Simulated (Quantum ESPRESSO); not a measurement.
# MnAlGe: parallel and opposed starts

Wanted: the moments of MnAlGe and the energy of each order that was tried.

Method: PBEsol; plane waves with GBRV 1.5 PBEsol potentials, no spin-orbit coupling, in Quantum ESPRESSO 7.5.

This is a report of a sequence of runs, with most program output left out.

## (1) Set-up

The structure is tetragonal, space group P4/nmm (No. 129). The conventional cell has a = 3.914 Å, b = 3.914 Å, c = 5.933 Å, α = 90.00°, β = 90.00°, γ = 90.00°. Mn has 4 Al at 2.54 Å and 4 Ge at 2.57 Å and 4 Mn at 2.77 Å nearest. Nearest to Al lie 4 Mn at 2.54 Å and 5 Ge at 2.65 to 2.77 Å. Nearest to Ge lie 4 Mn at 2.57 Å and 5 Al at 2.65 to 2.77 Å. Farther neighbours are not listed.

The cell comes from the Crystallography Open Database.

## (2) Run 1, typed as ferro ++

The signs are those of the starting moments on the seeded atoms, the atoms that are given a moment.

The input, pw.in:

```
&CONTROL
  calculation = 'scf'
  prefix = 'pwscf'
  outdir = './tmp'
  pseudo_dir = './pseudo'
  disk_io = 'nowf'
/
&SYSTEM
  ibrav = 0
  celldm(1) = 8
  nat = 6
  ntyp = 3
  ecutwfc = 40
  ecutrho = 280
  nbnd = 46
  occupations = 'smearing'
  smearing = 'fd'
  degauss = 0.00734986
  nspin = 2
  starting_magnetization(1) = 0.2333
  starting_magnetization(2) = 0
  starting_magnetization(3) = 0
/
&ELECTRONS
  conv_thr = 1.2d-08
  electron_maxstep = 150
  mixing_beta = 0.3
/
ATOMIC_SPECIES
Mn     54.9380 mn_pbesol_v1.5.uspp.F.UPF
Al     26.9815 al_pbesol_v1.uspp.F.UPF
Ge     72.6300 ge_pbesol_v1.4.uspp.F.UPF
CELL_PARAMETERS alat
   0.9245485064732    0.0000000000000    0.0000000000000
   0.0000000000000    0.9245485064732    0.0000000000000
   0.0000000000000    0.0000000000000    1.4014681371756
ATOMIC_POSITIONS crystal
Mn      0.0000000000    0.0000000000    0.0000000000
Mn      0.5000000000    0.5000000000    0.0000000000
Al      0.5000000000    0.0000000000    0.7270000000
Al      0.0000000000    0.5000000000    0.2730000000
Ge      0.5000000000    0.0000000000    0.2800000000
Ge      0.0000000000    0.5000000000    0.7200000000
K_POINTS automatic
6 6 6 0 0 0
```

Run with:

```bash
OMP_NUM_THREADS=1 mpirun -n 4 pw.x -nk 4 -in pw.in > pw.out
```

The job ended after 47 s (4 MPI ranks of Intel Xeon Platinum 8488C (Sapphire Rapids), shared host; peak memory 0.63 GiB; 3.1 min of CPU time).

Spin moment in the atom's sphere by atom:

| atom | spin moment in the atom's sphere (μB) |
| --- | --- |
| Mn1 | 1.79 |
| Mn2 | 1.79 |
| Al3 | -0.03 |
| Al4 | -0.03 |
| Ge5 | -0.05 |
| Ge6 | -0.05 |

This step gave:

| Item | Value |
| --- | --- |
| smearing term TS | 0.1129 eV |
| magnetization | 3.495 μB |
| absolute magnetization | 4.023 μB |
| final state | ferromagnetic |

## (3) Run 2, typed as antiferro +−

Edit pw.in of step 2 so:

```diff
@@ -11,6 +11,6 @@
   nat = 6
-  ntyp = 3
+  ntyp = 4
   ecutwfc = 40
   ecutrho = 280
-  nbnd = 46
+  nbnd = 43
   occupations = 'smearing'
@@ -20,4 +20,5 @@
   starting_magnetization(1) = 0.2333
-  starting_magnetization(2) = 0
+  starting_magnetization(2) = -0.2333
   starting_magnetization(3) = 0
+  starting_magnetization(4) = 0
 /
@@ -29,3 +30,4 @@
 ATOMIC_SPECIES
-Mn     54.9380 mn_pbesol_v1.5.uspp.F.UPF
+Mn1    54.9380 mn_pbesol_v1.5.uspp.F.UPF
+Mn2    54.9380 mn_pbesol_v1.5.uspp.F.UPF
 Al     26.9815 al_pbesol_v1.uspp.F.UPF
@@ -37,4 +39,4 @@
 ATOMIC_POSITIONS crystal
-Mn      0.0000000000    0.0000000000    0.0000000000
-Mn      0.5000000000    0.5000000000    0.0000000000
+Mn1     0.0000000000    0.0000000000    0.0000000000
+Mn2     0.5000000000    0.5000000000    0.0000000000
 Al      0.5000000000    0.0000000000    0.7270000000
```

The job ended after 58 s (4 MPI ranks; peak memory 0.63 GiB; 3.8 min of CPU time).

Spin moment in the atom's sphere by atom:

| atom | spin moment in the atom's sphere (μB) |
| --- | --- |
| Mn1 | 2.06 |
| Mn2 | -2.06 |
| Al3 | 0.00 |
| Al4 | 0.00 |
| Ge5 | 0.00 |
| Ge6 | 0.00 |

This step gave:

| Quantity | Value |
| --- | --- |
| smearing term TS | 0.1663 eV |
| magnetization | 0 μB |
| absolute magnetization | 4.686 μB |
| final state | antiferromagnetic |

## (4) Run 3, typed as no spin polarisation

Edit pw.in of step 3 so:

```diff
@@ -11,3 +11,3 @@
   nat = 6
-  ntyp = 4
+  ntyp = 3
   ecutwfc = 40
@@ -18,7 +18,2 @@
   degauss = 0.00734986
-  nspin = 2
-  starting_magnetization(1) = 0.2333
-  starting_magnetization(2) = -0.2333
-  starting_magnetization(3) = 0
-  starting_magnetization(4) = 0
 /
@@ -30,4 +25,3 @@
 ATOMIC_SPECIES
-Mn1    54.9380 mn_pbesol_v1.5.uspp.F.UPF
-Mn2    54.9380 mn_pbesol_v1.5.uspp.F.UPF
+Mn     54.9380 mn_pbesol_v1.5.uspp.F.UPF
 Al     26.9815 al_pbesol_v1.uspp.F.UPF
@@ -39,4 +33,4 @@
 ATOMIC_POSITIONS crystal
-Mn1     0.0000000000    0.0000000000    0.0000000000
-Mn2     0.5000000000    0.5000000000    0.0000000000
+Mn      0.0000000000    0.0000000000    0.0000000000
+Mn      0.5000000000    0.5000000000    0.0000000000
 Al      0.5000000000    0.0000000000    0.7270000000
```

It took 24 s on 4 MPI ranks; peak memory 0.52 GiB.

Numbers from this step:

```yaml
smearing_term_ts: 0.2711 eV
final_state: non-magnetic (no spin polarisation)
```

## (5) The states side by side

An order is kept where moments of 0.15 μB or more survive with the typed signs; meshes match where a doubled cell samples the same k points as the first cell.

Orders:

| start | final state | typed order kept | energy over the lowest (meV a seeded atom) | largest site moment (μB) | net moment (μB a cell of the first run) | mesh matched | CPU time (s) |
| --- | --- | --- | --- | --- | --- | --- | --- |
| ferro ++ | ferromagnetic | yes | 0 | 1.786 | 3.495 | yes | 188.7 |
| antiferro +- | antiferromagnetic | yes | 140.9 | 2.056 | 0 | yes | 230.7 |
| no spin polarisation | non-magnetic | - | 251.3 | 0 | 0 | yes | 94.03 |

## (6) What came out

```json
{"lowest state found": "ferromagnetic (from ferro ++)", "largest site moment": "1.79 μB", "next state with moments": "antiferromagnetic, 141 meV a seeded atom higher", "state without moments": "251 meV a seeded atom higher"}
```

What this shows: Only these 3 starts were compared; other wavevectors, canted and longer-period orders were not. Energies are free energies at an electronic temperature of 1160 K, which lowers moments and differences where the moments are itinerant.

[Logs and program files are shortened in this print: banners, set-up blocks, solver, clock and traceback lines can be left out without a mark of their own.]

[Logs are printed without paths, hosts, clocks, repeated set-up lines and the standing remarks that a program may print on its own settings, such as how far it seeks lower states.]

[Hosts, paths, dates, database ids (printed as entryN), source tags and the programs' standing remarks are cut or masked in the printed files.]

[Where a cell is said to come from a database of computed structures, the database is the Materials Project.]
